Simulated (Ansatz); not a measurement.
# Is TaAl in the B2 ordering a stable metal?, part 3 of 3

Question: is the lattice of TaAl in the B2 ordering stable, and if so, what are its coupling constant and resistivity?

Ansatz 0.2.0; DFT PBEsol, scalar-relativistic, plane waves, PAW.

So far, lowest on path (cm⁻¹): step 4 (phonons by linear response: q 2×2×2, k 6×6×6) -114. The relaxed cell has a = 3.196 Å (conventional setting).

The structure was built from a prototype and need not be the compound's stable phase.

### 5. Phonons by linear response: q 2×2×2, k 8×8×8 (continued)

No LO-TO term; unit eigenvectors of the mass-weighted matrix. The modes at Γ (shares of kinetic energy by element, %):

```csv
mode,frequency (cm⁻¹),symmetry,Al %,Ta %
1,0.0,T1u,13,87
2,0.0,T1u,13,87
3,0.0,T1u,13,87
4,293.5,T1u,87,13
5,293.5,T1u,87,13
6,293.5,T1u,87,13
```

Displacements in mode 4 (293.5 cm⁻¹), the largest set to 1:
```
Al1  0.00  0.52  1.00
Ta2  0.00 -0.08 -0.15
```

Among the solved wavevectors the lowest mode, translations apart, is -136 cm⁻¹, imaginary.

### 6. Resistivity: q 2×2×2, k 8×8×8, scattering 12×12×12

Phonons, couplings and the Boltzmann equation in one run.

Contents of input.yaml:

```yaml
crystal:
  lattice:
    - [3.1964573469, 0.0, 0.0]
    - [0.0, 3.1964573469, 0.0]
    - [0.0, 0.0, 3.1964573469]
  atoms:
    - { symbol: Al, position: [0.0, 0.0, 0.0] }
    - { symbol: Ta, position: [0.5, 0.5, 0.5] }
kpoints:
  mp_grid: { grid: [8, 8, 8] }
hamiltonian:
  xc: pbesol
scf:
  occupations: { method: methfessel_paxton, width: 0.2 }
output:
  eigenvalues: true
phonons:
  method: dfpt
  qmesh: [2, 2, 2]
  temperatures: { t_max: 1000, t_step: 50 }
  qpath:
    path:
      - [[0.0, 0.0, 0.0], [0.0, 0.5, 0.0], [0.5, 0.5, 0.0], [0.0, 0.0, 0.0], [0.5, 0.5, 0.5], [0.0, 0.5, 0.0]]
      - [[0.5, 0.5, 0.5], [0.5, 0.5, 0.0]]
    npoints: 10
  electrical_resistivity:
    mesh: [12, 12, 12]
    temperatures: [20.0, 50.0, 77.0, 100.0, 150.0, 200.0, 300.0, 400.0, 600.0, 800.0]
```

Run with:

```bash
> ansatz run input.yaml --threads 4 --pin off --max-ram 8192MiB --backend cpu --events-out ev --progress --plain --runs-dir out
```

Numbers of over 12 decimals in the logs are rounded to 6 here.

Output:

```text
[the first part of the log is left out]
  E_hartree    = 285.167819
  E_xc         = -256.939314
  E_vxc        = -233.666929  (∫ρ·V_xc dr)
  E_paw        = -8727.592690  (= ΣΔE_a)
  E_vpaw       = -119.091852  (= ΣTr[D̂ρ^β])
  E_aug_tail   = 0.000133  (compensation charges beyond the density's cutoff)
  E_ewald      = -1278.461320
  E_core_change = 0.232785  (= ΣΔE_core)
  E_smearing   = -0.010619  (= −TS)
  E_closure    = 0.000000  (closes the sum)
  Σ components = -10330.844414   (vs F -10330.844414, Δ=0.00e0)
--- Band table (eV; the first three rows and the last of 35) ---
  k-point 0: bands = ["-53.1912", "-19.6085", "-19.6085", "-19.6085", "4.3510", "11.8693", "11.8693", "17.1316", "17.1316", "17.1316", "18.7697", "18.7697"]
  k-point 1: bands = ["-53.1894", "-19.6544", "-19.6046", "-19.6046", "4.6422", "11.8557", "12.0026", "16.2554", "16.2554", "17.1963", "18.0544", "19.7791"]
  k-point 2: bands = ["-53.1851", "-19.7636", "-19.5950", "-19.5950", "5.4727", "11.3707", "12.3598", "15.1483", "15.1483", "17.3591", "17.5568", "21.3102"]
  k-point 34: bands = ["-53.1551", "-19.8369", "-19.8369", "-19.8369", "10.2425", "10.2425", "10.2425", "14.6425", "17.8109", "17.8109", "17.8109", "19.4362"]
--- Phonons (Γ-DFPT): 2 representative perturbations + reference (Σ response iterations 8) ---
  ASR residual: 6.016e-5 → 0.000e0 eV/Å²; symmetrization residual: 6.358e-8 eV/Å²
  ASR residual per site (eV/Å²): 5.73e-7 6.02e-5
  Γ frequencies (cm⁻¹): 0.00 0.00 0.00 293.55 293.55 293.55
--- Phonons (arbitrary-q DFPT): 4 irreducible q on the 2×2×2 mesh ---
  q = [0.0000, 0.0000, 0.0000] (star 1, of the zone-centre solve; hermiticity 1.71e-8, symmetrization 1.05e-13): -0.00 -0.00 0.00 293.55 293.55 293.55
  q = [0.0000, 0.0000, -0.5000] (star 3, 4 solved perturbations in 400 linear systems a pass and spin channel, the states on 125 of 512 k-point pairs; hermiticity 1.03e-13, symmetrization 9.33e-14): 74.73 108.72 108.72 262.59 262.59 266.31
  q = [0.0000, -0.5000, -0.5000] (star 3, 4 solved perturbations in 400 linear systems a pass and spin channel, the states on 125 of 512 k-point pairs; hermiticity 3.12e-9, symmetrization 1.43e-13): -135.52 -135.52 138.09 281.37 303.47 303.47
  q = [-0.5000, -0.5000, -0.5000] (star 1, 2 solved perturbations on 75 of 512 k-point pairs; hermiticity 4.01e-13, symmetrization 4.11e-13): 99.96 99.96 99.96 257.10 257.10 257.10
  sum rule: each row above includes the acoustic sum rule's correction from the zone centre's row sums; it moved no ω² by more than (0.30 cm⁻¹)²
  mesh force constants: q→R imaginary residual 4.63e-17; ASR residual 6.016e-5 → 0.000e0 eV/Å²; symmetrization residual 5.773e-15 eV/Å²
  interpolated dispersion: 62 rows × 6 modes
  density of states and harmonic sums: on the 20×20×20 q-mesh, interpolated from the force constants of a 2×2×2 supercell (no non-analytic term)
  largest difference from the sums on the solved wave vectors: F 7.15e-3 eV, S 2.26e-5 and C_V 1.88e-5 eV/K
  zero-point energy: 0.061132 eV/cell   skipped modes (ω ≤ 0): 363, of them read as no rigid motion or as one in doubt: 360 (1.344e0 modes/cell left out, lowest -135.52 cm⁻¹)   left out of the sums: 2.24e-1 of the cell's modes: C_V's classical limit lies that fraction below 3 k_B per atom; for a crystal, a wire or a layer, F and S can be off by more, and a phonons.interpolated_qmesh denser along its periods is the remedy for the sampling
Error: electrical resistivity: the mode of lowest frequency at the wavevector [0.0000, -0.5000, -0.5000] is imaginary, -135.52 cm⁻¹ (written negative): the force constants describe an unstable lattice; relax the structure, enlarge phonons.supercell (under dfpt, kpoints.mp_grid), or, with a block electrical_resistivity or superconductivity, name a file of force constants under which the crystal is stable (phonons.electron_phonon_force_constants)
The harmonic force constants that this run solved are whole in <dir>
```

Elapsed: 13 s, on 4 threads of Arm Neoverse V2, shared host; peak memory 0.48 GiB.

The run ended with an error.

The program's message: “electrical resistivity: the mode of lowest frequency at the wavevector [0.0000, -0.5000, -0.5000] is imaginary, -135.52 cm⁻¹ (written negative): the force constants describe an unstable lattice; relax …”

The run stops because a mode is imaginary on the scattering mesh, where no scattering rate is defined; denser k meshes, other smearings and, between solved wavevectors, finer q meshes show whether the instability is real.

### 7. What came out

```json
{
 "phonon run of the rows without a label of their own": "PBEsol, q 2×2×2, k 8×8×8",
 "softest mode on the q mesh": "-136 cm⁻¹ at q = (0.5, 0, 0.5)",
 "highest frequency, solved or plainly interpolated": "304 cm⁻¹"
}
```

**Reading.** The lattice is dynamically unstable at this level: a mode at q = (0.5, 0, 0.5) is imaginary, 136i cm⁻¹, so no harmonic coupling constant or resistivity is defined for this structure. These meshes are coarse, and single modes of a metal can move by tens of cm⁻¹ with the k mesh. Spin–orbit coupling, left out here, matters for Ta. The structure was built by hand as an ordered model, and its stability against other phases was not tested.

[Logs are printed without paths, hosts, clocks, repeated set-up lines and the standing remarks that a program may print on its own settings, such as how far it seeks lower states.]

[Hosts, paths, dates, database ids (printed as entryN), source tags and the programs' standing remarks are cut or masked in the printed files.]
